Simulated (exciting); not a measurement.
The Sn L₃ edge of atom 1 in SnF4, space group I4/mmm, with 2 F at 1.88 Å and 4 F at 2.02 Å (distorted octahedral, site symmetry 4/mmm), was computed at 2 levels: exchange and screened direct term (singlet BSE) and independent particles. Common settings: exciting, all-electron LAPW+lo, LDA, 3×3×4 shifted k points, 24 conduction bands, |G+q| up to 3 bohr⁻¹ (2 in the exchange term), full RPA screening with nempty = 49, Lorentzian half width 1.38 eV.

Energy from the Kohn–Sham onset, core level to the lowest empty state found on the meshes used; all runs on one relative scale:

```tsv
E (eV)	run 1	run 2
-8.5	0.02	0.01
-8.0	0.02	0.01
-7.5	0.02	0.01
-7.0	0.03	0.01
-6.5	0.03	0.01
-6.0	0.04	0.01
-5.5	0.05	0.01
-5.0	0.06	0.01
-4.5	0.08	0.02
-4.0	0.11	0.02
-3.5	0.14	0.02
-3.0	0.17	0.02
-2.5	0.16	0.03
-2.0	0.13	0.03
-1.5	0.10	0.03
-1.0	0.09	0.04
-0.5	0.08	0.05
0.0	0.07	0.07
0.5	0.07	0.09
1.0	0.07	0.11
1.5	0.07	0.12
2.0	0.07	0.14
2.5	0.07	0.14
3.0	0.08	0.13
3.5	0.09	0.11
4.0	0.10	0.09
4.5	0.11	0.08
5.0	0.14	0.08
5.5	0.16	0.08
6.0	0.20	0.08
6.5	0.25	0.09
7.0	0.31	0.09
7.5	0.39	0.10
8.0	0.50	0.11
8.5	0.62	0.12
9.0	0.70	0.14
9.5	0.74	0.16
10.0	0.74	0.19
10.5	0.72	0.23
11.0	0.67	0.28
11.5	0.62	0.34
12.0	0.54	0.41
12.5	0.47	0.49
13.0	0.41	0.56
13.5	0.36	0.61
14.0	0.33	0.62
14.5	0.31	0.60
15.0	0.30	0.55
15.5	0.30	0.50
16.0	0.32	0.44
16.5	0.35	0.39
17.0	0.39	0.35
17.5	0.43	0.33
18.0	0.47	0.33
18.5	0.49	0.34
19.0	0.50	0.36
19.5	0.51	0.39
20.0	0.51	0.43
20.5	0.52	0.46
21.0	0.53	0.50
21.5	0.54	0.54
22.0	0.52	0.58
22.5	0.50	0.62
23.0	0.48	0.64
23.5	0.47	0.65
```

Which run is which, and why?

Run 1: exchange and screened direct term (singlet BSE); highest local maximum in the window at 9.8 eV. Run 2: independent particles; highest local maximum in the window at 13.9 eV. The attractive direct term pulls weight down: the curves pass 0.11 at -3.9 and 1.1 eV in the order of the runs. Fine structure above the first lines is partly noise of the 36-point mesh.

[Banner, clock and machine lines of the logs are left out without a mark of their own.]

[Logs are printed without paths, hosts, clocks, repeated set-up lines and the standing remarks that a program may print on its own settings, such as how far it seeks lower states.]

[Hosts, paths, dates, database ids (printed as entryN), source tags and the programs' standing remarks are cut or masked in the printed files.]
